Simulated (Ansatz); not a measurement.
Two G0W0 runs on Selenium (P3_121, 3 atoms a cell).

```xyz
3
Lattice="4.3662 0.0000 0.0000 -2.1831 3.7812 0.0000 0.0000 0.0000 4.9536" Properties=species:S:1:pos:R:3 pbc="T T T"
Se    0.9841    0.0000    1.6512
Se   -0.4921    0.8523    3.3024
Se    1.6910    2.9289    0.0000
```

The cell and positions come from the Crystallography Open Database and are kept as given unless a step says otherwise.

The first (Ansatz 0.2.0; start PBE, 6×6×4 mesh, 65 empty bands, screening to 50 eV, PAW set soft_1 files; 1 × NVIDIA H100 80GB HBM3 (shared by 6 runs) with 2 threads of AMD EPYC 7R13 (Zen 3), shared host) gave, on its mesh: starting gap 1.02 eV, G0W0 gap 1.62 eV, RPA ε∞ (mean) 10.88, 16 s.

The second gave: starting gap 1.02 eV, G0W0 gap 1.72 eV, RPA ε∞ (mean) 10.66, 59 s.

Q: What was changed in the input? Choose among start, files, mesh, bands and cutoff, frequency model or another key.

Changed: empty bands from 65 to 341 and screening cutoff (eV) from 50 to 150. The starting gap stayed, which rules out the functional and points to the GW step. Other changes could give like numbers; this is the one that was made.

Limits: not at the basis limit; no spin-orbit coupling.

[Paths, hosts, dates, memory and timing lines, banners, echoed tables and standing remarks are left out of the program output.]

[Logs are printed without paths, hosts, clocks, repeated set-up lines and the standing remarks that a program may print on its own settings, such as how far it seeks lower states.]

[Runs of the session that timed out or met a known fault of the program may be left out.]

[Cells called generated may have been cut or substituted from an entry of the Crystallography Open Database or the Materials Project.]

[Hosts, paths, dates, database ids (printed as entryN), source tags and the programs' standing remarks are cut or masked in the printed files.]
